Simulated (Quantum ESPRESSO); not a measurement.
Consider TiIN (Pmmn).

```
I Ti N
1.0
     3.51500    0.00000    0.00000
     0.00000    3.94100    0.00000
     0.00000    0.00000    8.95500
I Ti N
2 2 2
Direct
  0.00000 0.00000 0.68500
  0.50000 0.50000 0.31500
  0.50000 0.00000 0.92000
  0.00000 0.50000 0.08000
  0.00000 0.00000 0.03000
  0.50000 0.50000 0.97000
```

Absorber: atom 5, with 4 Ti at 2.01 Å (4-fold, site symmetry mm2). Method: Quantum ESPRESSO XSpectra, LDA, excited-electron core hole (neutral cell), 12-atom cell with 5.3 Å between holes, 6×6×6 k points, dipole transitions, Lorentzian half width 0.3 eV up to 4 eV, rising linearly to 2.5 eV at 25 eV.

Question: Predict the near-edge structure at the N K edge.

Main maxima up to 24 eV above the zero (height): 0.5 eV (2.00), 1.6 eV (1.90), 2.7 eV (1.40), 4.0 eV (1.47), 5.5 eV (1.04) and 11.9 eV (0.94). A K edge sees empty p states; the first features are N p mixed into the empty d states of the Ti neighbours, and the broad ones above probably into the cations' higher empty bands. The total-energy difference is 400.01 eV. One term is added: -7.76 eV, since the hole is spin-paired here and a spin-polarised one costs that much less in the free atom (computed apart). The photon energy is then 392.25 eV. The functional leaves an error in such absolute values: in the free atom LDA prices this hole 3.5 eV below PBE (computed apart), and PBE is itself good to a few eV.

The N K spectrum (energy from the energy zero of the input (xe0, at the border of filled and empty states); intensity scaled to a mean of 1 over the first 20 eV; the points at xe0, where the cut of filled states can leave a spike, are interpolated; polarised curves are means over the symmetry-equivalent atoms):

```csv
E (eV),isotropic,ε ∥ x,ε ∥ y,ε ∥ z
-2.0,0.07,0.06,0.07,0.09
-1.4,0.11,0.09,0.11,0.14
-0.8,0.20,0.16,0.20,0.25
-0.2,0.62,0.46,0.66,0.74
0.4,1.85,0.95,1.85,2.74
1.0,1.81,1.07,1.83,2.53
1.6,1.90,2.09,1.05,2.55
2.2,1.29,2.17,0.53,1.19
2.8,1.38,3.02,0.52,0.60
3.4,1.22,1.54,1.27,0.85
4.0,1.46,1.46,1.85,1.08
4.6,1.11,0.94,1.34,1.05
5.2,0.96,0.62,1.22,1.05
5.8,0.92,0.59,1.26,0.90
6.4,0.72,0.53,0.83,0.80
7.0,0.71,0.61,0.77,0.75
7.6,0.73,0.70,0.77,0.73
8.2,0.77,0.71,0.81,0.78
8.8,0.83,0.76,0.87,0.87
9.4,0.85,0.81,0.86,0.86
10.0,0.85,0.86,0.88,0.80
10.6,0.88,0.91,0.94,0.78
11.2,0.92,0.96,1.00,0.79
11.8,0.94,0.98,1.01,0.82
12.4,0.93,0.98,1.00,0.83
13.0,0.92,0.98,1.00,0.80
13.6,0.91,0.99,0.99,0.74
14.2,0.90,1.00,0.99,0.70
14.8,0.89,0.99,0.99,0.68
15.4,0.87,0.93,0.98,0.69
16.0,0.86,0.89,0.97,0.72
16.6,0.85,0.86,0.94,0.76
17.2,0.84,0.84,0.89,0.78
17.8,0.81,0.83,0.84,0.78
18.4,0.78,0.81,0.79,0.75
19.0,0.75,0.79,0.75,0.73
19.6,0.73,0.77,0.71,0.71
20.2,0.72,0.75,0.69,0.71
20.8,0.70,0.73,0.67,0.71
21.4,0.69,0.71,0.65,0.72
22.0,0.68,0.68,0.63,0.72
22.6,0.66,0.65,0.61,0.72
23.2,0.64,0.62,0.59,0.72
23.8,0.63,0.60,0.57,0.71
24.4,0.61,0.57,0.56,0.71
25.0,0.60,0.55,0.55,0.71
25.6,0.59,0.53,0.53,0.70
26.2,0.58,0.51,0.52,0.69
26.8,0.56,0.50,0.51,0.68
27.4,0.55,0.50,0.51,0.66
28.0,0.55,0.50,0.50,0.64
28.6,0.55,0.51,0.50,0.63
29.2,0.55,0.52,0.51,0.62
29.8,0.56,0.53,0.52,0.62
30.4,0.56,0.55,0.53,0.62
31.0,0.57,0.56,0.54,0.62
31.6,0.58,0.58,0.55,0.61
```

The unit cell's mesh shows no gap over 0.35 eV. That is right for a metallic compound; for a small-gap or correlated insulator it would be the fault of the functional or of the assumed magnetic order, and the hole would be screened too well. The holes are only 5.3 Å apart, so the shape is probably not converged with cell size; no larger cell was run here. Lifetime broadening is put in by hand, and intensities beyond about 20 eV depend on it and on the partial waves; weight that the partial waves miss at high energy is lost. The structure is a published determination, not relaxed.

[Banner, clock and machine lines of the logs are left out without a mark of their own.]

[Logs are printed without paths, hosts, clocks, repeated set-up lines and the standing remarks that a program may print on its own settings, such as how far it seeks lower states.]

[Hosts, paths, dates, database ids (printed as entryN), source tags and the programs' standing remarks are cut or masked in the printed files.]

[Lists of maxima count a maximum above −3 eV only where it reaches 4 % of the highest in the window and stands out from its surroundings by 2 % of it (1.5 % where it reaches 55 %); shoulders and weaker maxima are passed over, and of the rest the first, up to two pre-edge ones and the few strongest are named.]
